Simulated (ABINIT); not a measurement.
# How SrO absorbs and reflects light

Wanted: where SrO starts to absorb, how strongly, and its refractive index. The cell comes from an older database entry, whose edges can differ from later determinations, mostly by under a per cent.

Calculated with ABINIT 10.8.3; DFT, PBE, plane waves with norm-conserving potentials (PseudoDojo), scalar-relativistic, independent-particle linear optical response without local fields.

The database entry behind the starting cell differs from later determinations by our own check (about 0.5 % short), so it need not match the best structure at ambient conditions.

## (1) Starting point

It takes space group Fm-3m (No. 225, cubic). The conventional cell has a = 5.133 Å, b = 5.133 Å, c = 5.133 Å, α = 90.00°, β = 90.00°, γ = 90.00°. Sr has 6 O at 2.57 Å nearest. Nearest to O lie 6 Sr at 2.57 Å. Farther neighbours and most contacts between anions are not listed.

## (2) Ground state, bands and velocity matrix elements

First the ground state: is it a metal or has it a gap?

This step: DFT, PBE, plane waves with norm-conserving potentials (PseudoDojo), scalar-relativistic, ground state, bands at fixed density and velocity matrix elements (ABINIT 10.8.3).

The input, run.abi:

```
# ground state, bands on a dense mesh, and the derivatives d/dk of the wave functions
ndtset 3

ngkpt1 8 8 8
shiftk1 0.0 0.0 0.0
tolvrs1 1.0d-12
nband1 12
prtden1 1

iscf2 -2
getden2 1
ngkpt2 12 12 12
shiftk2 0.0 0.0 0.0
kptopt2 1
nband2 28
nbdbuf2 4
tolwfr2 1.0d-14

optdriver3 8
wfk_task3 "wfk_ddk"
prtevk3 1
getwfk3 2
getden3 1
iscf3 -2
ngkpt3 12 12 12
shiftk3 0.0 0.0 0.0
kptopt3 1
nband3 28

nshiftk 1
occopt 3
tsmear 0.001837
ecut 45.0
nstep 80
iomode 3
chksymbreak 0
chkprim 0
chksymtnons 0
acell 3*1.0 Angstrom
rprim
  0.000000000000 2.566300000000 2.566300000000
  2.566300000000 0.000000000000 2.566300000000
  2.566300000000 2.566300000000 0.000000000000
natom 2
ntypat 2
znucl 38 8
typat 1 2
xred
  0.500000000000 0.500000000000 0.500000000000
  0.000000000000 0.000000000000 0.000000000000
pseudos "Sr.upf, O.upf"
```

Launch:

```console
mpirun -n 4 abinit run.abi
```

Numbers of over 12 decimals in the logs are rounded to 6 here.

Log:

```text
DATASET    1 : space group Fm -3 m (#225); Bravais cF (face-center cubic)
 DATASET    2 : space group Fm -3 m (#225); Bravais cF (face-center cubic)
 DATASET    3 : space group Fm -3 m (#225); Bravais cF (face-center cubic)
            ngfft          45      45      45
                         0.04688    0.04688    0.04688    0.04688    0.04688    0.02344
                         0.01172    0.04688    0.04688    0.04688    0.02344    0.01172
                         0.04688    0.02344    0.00586    0.04688    0.09375    0.04688
                         0.04688    0.09375    0.04688    0.02344    0.01172
                         0.00231    0.00347    0.01389    0.01389    0.01389    0.01389
                         0.01389    0.01389    0.01389    0.01389    0.01389    0.00694
                         0.00347    0.01389    0.01389    0.01389    0.01389    0.01389
                         0.01389    0.01389    0.00694    0.00347    0.01389    0.01389
                         0.01389    0.01389    0.01389    0.00694    0.00347    0.01389
                         0.01389    0.01389    0.00694    0.00347    0.01389    0.00694
                         0.00174    0.01389    0.02778    0.02778    0.02778    0.01389
                         0.00231    0.00347    0.01389    0.01389    0.01389    0.01389
                         0.01389    0.01389    0.01389    0.01389    0.01389    0.00694
                         0.00347    0.01389    0.01389    0.01389    0.01389    0.01389
                         0.01389    0.01389    0.00694    0.00347    0.01389    0.01389
                         0.01389    0.01389    0.01389    0.00694    0.00347    0.01389
                         0.01389    0.01389    0.00694    0.00347    0.01389    0.00694
[...]
== DATASET  1 ==================================================================
 Real(R)+Recip(G) space primitive vectors, cartesian coordinates (Bohr,Bohr^-1):
 R(1)=  0.0000000  4.8496042  4.8496042  G(1)= -0.1031012  0.1031012  0.1031012
 R(2)=  4.8496042  0.0000000  4.8496042  G(2)=  0.1031012 -0.1031012  0.1031012
 R(3)=  4.8496042  4.8496042  0.0000000  G(3)=  0.1031012  0.1031012 -0.1031012
 Unit cell volume ucvol=  2.2811239E+02 bohr^3
 Angles (23,13,12)=  6.00000000E+01  6.00000000E+01  6.00000000E+01 degrees
 getcut: wavevector=  0.0000  0.0000  0.0000  ngfft=  45  45  45
     iter   Etot(hartree)      deltaE(h)  residm     vres2
 ETOT  1  -50.684825637099    -5.068E+01 6.720E-02 1.417E+03
 ETOT  2  -50.345765002938     3.391E-01 2.381E-02 3.458E+03
 ETOT  3  -50.877030866477    -5.313E-01 8.200E-03 9.283E+01
 ETOT  4  -50.890964613944    -1.393E-02 1.387E-03 3.648E+00
 ETOT  5  -50.890781545947     1.831E-04 1.969E-03 3.511E+00
 ETOT  6  -50.891259297688    -4.778E-04 3.164E-03 2.706E-01
 ETOT  7  -50.891295713868    -3.642E-05 1.218E-03 5.136E-03
 ETOT  8  -50.891296285647    -5.718E-07 5.871E-04 1.120E-04
 ETOT  9  -50.891296303592    -1.795E-08 8.075E-04 5.329E-06
 ETOT 10  -50.891296304485    -8.929E-10 3.177E-04 3.843E-08
 ETOT 11  -50.891296304491    -5.763E-12 3.670E-04 7.289E-10
 ETOT 12  -50.891296304491    -7.034E-13 1.337E-04 6.408E-13
 At SCF step   12       vres2   =  6.41E-13 < tolvrs=  1.00E-12 =>converged.
 Cartesian components of stress tensor (hartree/bohr^3)
  sigma(1 1)= -1.06129692E-04  sigma(3 2)=  0.00000000E+00
  sigma(2 2)= -1.06129692E-04  sigma(3 1)=  0.00000000E+00
  sigma(3 3)= -1.06129692E-04  sigma(2 1)=  0.00000000E+00
 Mean square residual over all n,k,spin=   41.631E-08; max=  13.365E-05
 Fermi (or HOMO) energy (hartree) =   0.28076   Average Vxc (hartree)=  -0.37764
 Eigenvalues (hartree) for nkpt=  29  k points:
 kpt#   1, nband= 12, wtk=  0.00195, kpt=  0.0000  0.0000  0.0000 (reduced coord)
  -0.97300   -0.33821   -0.29783   -0.29783   -0.29783    0.21401    0.21401    0.21401
   0.36316    0.44486    0.44486    0.44486
   2.00000    2.00000    2.00000    2.00000    2.00000    2.00000    2.00000    2.00000
   0.00000    0.00000    0.00000    0.00000
kinetic             :  2.03173763524604E+01
hartree             :  8.30286473907491E+00
xc                  : -1.26490848854956E+01
Ewald energy        : -3.88850906101932E+01
psp_core            :  1.33530693358181E+00
local_psp           : -3.18445692960421E+01
non_local_psp       :  2.53190046212226E+00
internal            : -5.08912963044915E+01
'-kT*entropy'       :  1.25262822077192E-15
total_energy        : -5.08912963044915E+01
total_energy_eV     : -1.38482272030018E+03
 Cartesian components of stress tensor (hartree/bohr^3)
  sigma(1 1)= -1.06129692E-04  sigma(3 2)=  0.00000000E+00
  sigma(2 2)= -1.06129692E-04  sigma(3 1)=  0.00000000E+00
  sigma(3 3)= -1.06129692E-04  sigma(2 1)=  0.00000000E+00
-Cartesian components of stress tensor (GPa)         [Pressure=  3.1224E+00 GPa]
== DATASET  2 ==================================================================
 Real(R)+Recip(G) space primitive vectors, cartesian coordinates (Bohr,Bohr^-1):
 R(1)=  0.0000000  4.8496042  4.8496042  G(1)= -0.1031012  0.1031012  0.1031012
 R(2)=  4.8496042  0.0000000  4.8496042  G(2)=  0.1031012 -0.1031012  0.1031012
 R(3)=  4.8496042  4.8496042  0.0000000  G(3)=  0.1031012  0.1031012 -0.1031012
 Unit cell volume ucvol=  2.2811239E+02 bohr^3
 Angles (23,13,12)=  6.00000000E+01  6.00000000E+01  6.00000000E+01 degrees
 getcut: wavevector=  0.0000  0.0000  0.0000  ngfft=  45  45  45
 Mean square residual over all n,k,spin=   44.120E-16; max=  99.630E-16
 Eigenvalues (hartree) for nkpt=  72  k points:
 kpt#   1, nband= 28, wtk=  0.00058, kpt=  0.0000  0.0000  0.0000 (reduced coord)
  -0.97300   -0.33821   -0.29783   -0.29783   -0.29783    0.21401    0.21401    0.21401
   0.36316    0.44486    0.44486    0.44486    0.52513    0.52513    0.67381    1.06695
   1.06695    1.06695    1.13937    1.13937    1.13937    1.22838    1.22838    1.22838
   1.33237    1.33237    1.40726    1.43890
== DATASET  3 ==================================================================
            ngfft          45      45      45
[...]
0.04688    0.09375    0.04688    0.02344    0.01172
[...]
0.00174    0.01389    0.02778    0.02778    0.02778    0.01389
                         0.00231    0.00347    0.01389    0.01389    0.01389    0.01389
                         0.01389    0.01389    0.01389    0.01389    0.01389    0.00694
                         0.00347    0.01389    0.01389    0.01389    0.01389    0.01389
                         0.01389    0.01389    0.00694    0.00347    0.01389    0.01389
                         0.01389    0.01389    0.01389    0.00694    0.00347    0.01389
                         0.01389    0.01389    0.00694    0.00347    0.01389    0.00694
                         0.00174    0.01389    0.02778    0.02778    0.02778    0.01389
[shortened to cell, iterations, levels, energies and stress; the echo of variables, forces, comments, warnings and credits are left out]
```

Run time: 49 s. Hardware: 4 MPI ranks of Intel Xeon Platinum 8375C at 2.90GHz (Ice Lake), shared host; peak memory 0.13 GiB; 3.3 min of CPU time.

This step gave:

```
total energy           : -50.89 Ha
gap on the k-mesh      : 3.320 eV
direct gap on the mesh : 3.394 eV
```

There is a gap, 3.32 eV on this mesh (points off the mesh can give less), so no carriers' term is needed.

## (3) Optical response

With the density converged, the vertical transitions are summed over the zone.

This step: DFT, PBE, plane waves with norm-conserving potentials (PseudoDojo), scalar-relativistic, independent-particle linear optical response without local fields (ABINIT 10.8.3).

The input, optic.abi:

```
&FILES
 ddkfile_1 = 'runo_DS3_1_EVK.nc',
 ddkfile_2 = 'runo_DS3_2_EVK.nc',
 ddkfile_3 = 'runo_DS3_3_EVK.nc',
 wfkfile = 'runo_DS2_WFK.nc'
/
&PARAMETERS
 broadening = 0.001837,
 domega = 0.0020212,
 maxomega = 0.80849,
 scissor = 0.0,
 tolerance = 0.002,
 nband_sum = 24
/
&COMPUTATIONS
 num_lin_comp = 1,
 lin_comp = 11,
 num_nonlin_comp = 0,
 num_linel_comp = 0,
 num_nonlin2_comp = 0
/
```

Launch:

```console
optic optic.abi
```

Log:

```text

 OPTIC has originally been developed by
 S. Sharma, J. K. Dewhurst and C. Ambrosch-Draxl, Phys. Rev. B 67, 165332 (2003), and
 S. Sharma and C. Ambrosch-Draxl, Physica Scripta T 109 (2004).

 rprimd(bohr)      =   0.00000   4.84960   4.84960
                       4.84960   0.00000   4.84960
                       4.84960   4.84960   0.00000
 natom             =       2
 nkpt,mband        =      72      28
 ecut              =  45.00000 Ha
 newocc: new Fermi energy is       0.276917 , with nelect=     16.000000, Number of bisection calls: 7
 Fermi level: 7.5353  (eV)

 fermie            =   0.27692 Ha   7.53529 eV
 Scissor shift     =   0.00000 Ha
 Tolerance on closeness to singularities     =   0.00200 Ha
 Smearing factor      =   0.00184 Ha
 Will use the antiresonant approximation (meaning that the antiresonant terms are neglected)
 Will not perform the bands decomposition
 linear coeffs to be calculated :
 11
 non-linear coeffs to be calculated :

 electronic part of electro-optic coeffs to be calculated :

 non-linear coeffs (V2) to be calculated :

 linear optic matrix elements will be printed :0
 optic : Call pmat2cart
 No scissor shift to be applied. Returning to main optic routine.
 optic : Call linopt
  linopt            1           1
 calculated the component:           1           1   of dielectric function
  with broadening:         (0.000000,1.83700000000000009E-003)
 and scissors shift:   0.000000
 energy window:   63.296809      eV   2.326115      Ha
 optic : Call nlinopt
 optic : Call linelop
 optic : Call nonlinopt

================================================================================

 Calculation completed.
-
program: optic
version: 10.8.3
start_datetime:
end_datetime:
overall_cpu_time:           0.1
overall_wall_time:           0.1
mpi_procs: 1
omp_threads: 1
...
```

Run time: 0.71 s. Hardware: 1 thread; peak memory 0.05 GiB.

Read-outs, printed or worked out from the files:

| Quantity | Value |
| --- | --- |
| electronic dielectric constant ε∞, mean over x, y and z (by symmetry where fewer were run) | 3.894 |
| centre of weight of the strongest loss peak in the window | 12.24 eV |

The Im ε, E ∥ x has structure finer than the step of the table below, so its rows give means over 1 eV, whole bins alone (the curve runs from 0.0550 to 21.9 eV). Peaks (eV: height): 4.5: 3.70, 6.5: 3.62, 6.9: 3.84, 7.6: 4.40, 8.0: 4.96, 9.3: 6.93, 9.9: 4.51.

Sum at mesh points, not converged in k; values under the direct gap are tails of Lorentzian lines. The Im ε, E ∥ x by photon energy; means over each step:

```
photon energy (eV)  Im ε, E ∥ x
                 1      0.00577
                 2       0.0152
                 3        0.103
                 4         1.24
                 5         2.14
                 6         2.64
                 7         3.28
                 8         3.63
                 9         3.99
                10         3.93
                11         2.49
                12         1.19
                13        0.978
                14         1.42
                15        0.822
                16        0.419
                17        0.912
                18         1.34
                19         1.78
                20         1.65
                21         1.96
```

The reflectivity at normal incidence, E ∥ x has structure finer than the step of the table below, so its rows give means over 0.5 eV, whole bins alone (the curve runs from 0.0550 to 21.9 eV). Peaks (eV: height): 7.97: 23.7, 9.40: 33.9, 9.95: 28.9, 10.56: 31.0, 11.11: 30.4, 11.38: 30.2, 11.82: 26.3.

Sum at mesh points, not converged in k. Table of reflectivity at normal incidence, E ∥ x by photon energy; means over each step:

| photon energy (eV) | reflectivity at normal incidence, E ∥ x (%) |
| --- | --- |
| 0.5 | 10.8 |
| 1.0 | 10.9 |
| 1.5 | 11.2 |
| 2.0 | 11.6 |
| 2.5 | 12.3 |
| 3.0 | 13.5 |
| 3.5 | 15.7 |
| 4.0 | 15.7 |
| 4.5 | 16.9 |
| 5.0 | 17.3 |
| 5.5 | 15.8 |
| 6.0 | 16.9 |
| 6.5 | 16.8 |
| 7.0 | 17.6 |
| 7.5 | 19.7 |
| 8.0 | 18.7 |
| 8.5 | 15.3 |
| 9.0 | 18.8 |
| 9.5 | 28.6 |
| 10.0 | 25.2 |
| 10.5 | 26.0 |
| 11.0 | 23.7 |
| 11.5 | 23.5 |
| 12.0 | 19.0 |
| 12.5 | 6.99 |
| 13.0 | 2.61 |
| 13.5 | 10.1 |
| 14.0 | 8.35 |
| 14.5 | 9.46 |
| 15.0 | 5.10 |
| 15.5 | 1.99 |
| 16.0 | 1.45 |
| 16.5 | 3.20 |
| 17.0 | 5.37 |
| 17.5 | 5.08 |
| 18.0 | 6.93 |
| 18.5 | 8.58 |
| 19.0 | 10.1 |
| 19.5 | 8.76 |
| 20.0 | 8.34 |
| 20.5 | 8.75 |
| 21.0 | 9.17 |
| 21.5 | 13.2 |

The loss function −Im 1/ε at q → 0, E ∥ x has structure finer than the step of the table below, so its rows give means over 0.5 eV, whole bins alone (the curve runs from 0.0550 to 21.9 eV). Peaks (eV: height): 11.55: 0.820, 12.37: 1.16, 13.97: 0.744, 14.41: 0.724, 14.63: 0.967, 14.90: 0.923, 15.40: 0.784.

Sum at mesh points, not converged in k; values under the direct gap are tails of Lorentzian lines. Loss function −Im 1/ε at q → 0, E ∥ x against energy loss; means over each step:

```csv
energy loss (eV),"loss function −Im 1/ε at q → 0, E ∥ x"
0.5,1.8e-4
1.0,3.6e-4
1.5,5.8e-4
2.0,8.6e-4
2.5,0.00127
3.0,0.00236
3.5,0.0188
4.0,0.0452
4.5,0.0675
5.0,0.0734
5.5,0.0898
6.0,0.115
6.5,0.113
7.0,0.129
7.5,0.145
8.0,0.176
8.5,0.208
9.0,0.140
9.5,0.187
10.0,0.260
10.5,0.306
11.0,0.411
11.5,0.541
12.0,0.849
12.5,0.916
13.0,0.327
13.5,0.395
14.0,0.527
14.5,0.657
15.0,0.695
15.5,0.464
16.0,0.168
16.5,0.163
17.0,0.214
17.5,0.217
18.0,0.218
18.5,0.253
19.0,0.299
19.5,0.351
20.0,0.317
20.5,0.321
21.0,0.295
21.5,0.325
```

From ε follow the optical constants at some laser and lamp lines:

```
wavelength (nm)     n      k  R (%)     1/α
           1550  1.98  0.001   10.8  111 µm
            800  2.01  0.002   11.2   26 µm
            633  2.03  0.003   11.6   15 µm
            450  2.11  0.008   12.8  4.7 µm
            405  2.17  0.012   13.6  2.6 µm
            365  2.27  0.076   15.2  383 nm
            248  2.20  0.356   15.1   56 nm
```

Below the direct gap, k and the depth come from the tails of the Lorentzian lines, not from transitions.

Rows near the edge hang on the gap, which this functional as a rule makes too small, and phonon-assisted absorption is left out.

## (4) Outcome

| Property | Result |
| --- | --- |
| electronic dielectric constant ε∞, mean over x, y and z (by symmetry where fewer were run) (independent particles) | 3.89 |
| centre of weight of the strongest loss peak in the window, first axis | 12.2 eV |

What this shows: At this level (PBE, independent particles) SrO has ε∞ = 3.89 and n = 1.98 at 1550 nm. On the mesh the gap is 3.32 eV and the least direct gap 3.39 eV, so on this mesh the band edges lie at different points. Excitons and phonon-assisted transitions are missing, and so are local fields; PBE gaps are as a rule too small, which pulls the onset down and ε∞ up. The sum runs over mesh points 0.18 Å⁻¹ apart with no interpolation, so peaks are partly noise of the mesh and static values carry its error. Besides steps told in other documents, this task had 1 run with a known fault of program or setting; those not told in a step above aren't shown.

[Logs are printed without paths, hosts, clocks, repeated set-up lines and the standing remarks that a program may print on its own settings, such as how far it seeks lower states.]

[Hosts, paths, dates, database ids (printed as entryN), source tags and the programs' standing remarks are cut or masked in the printed files.]
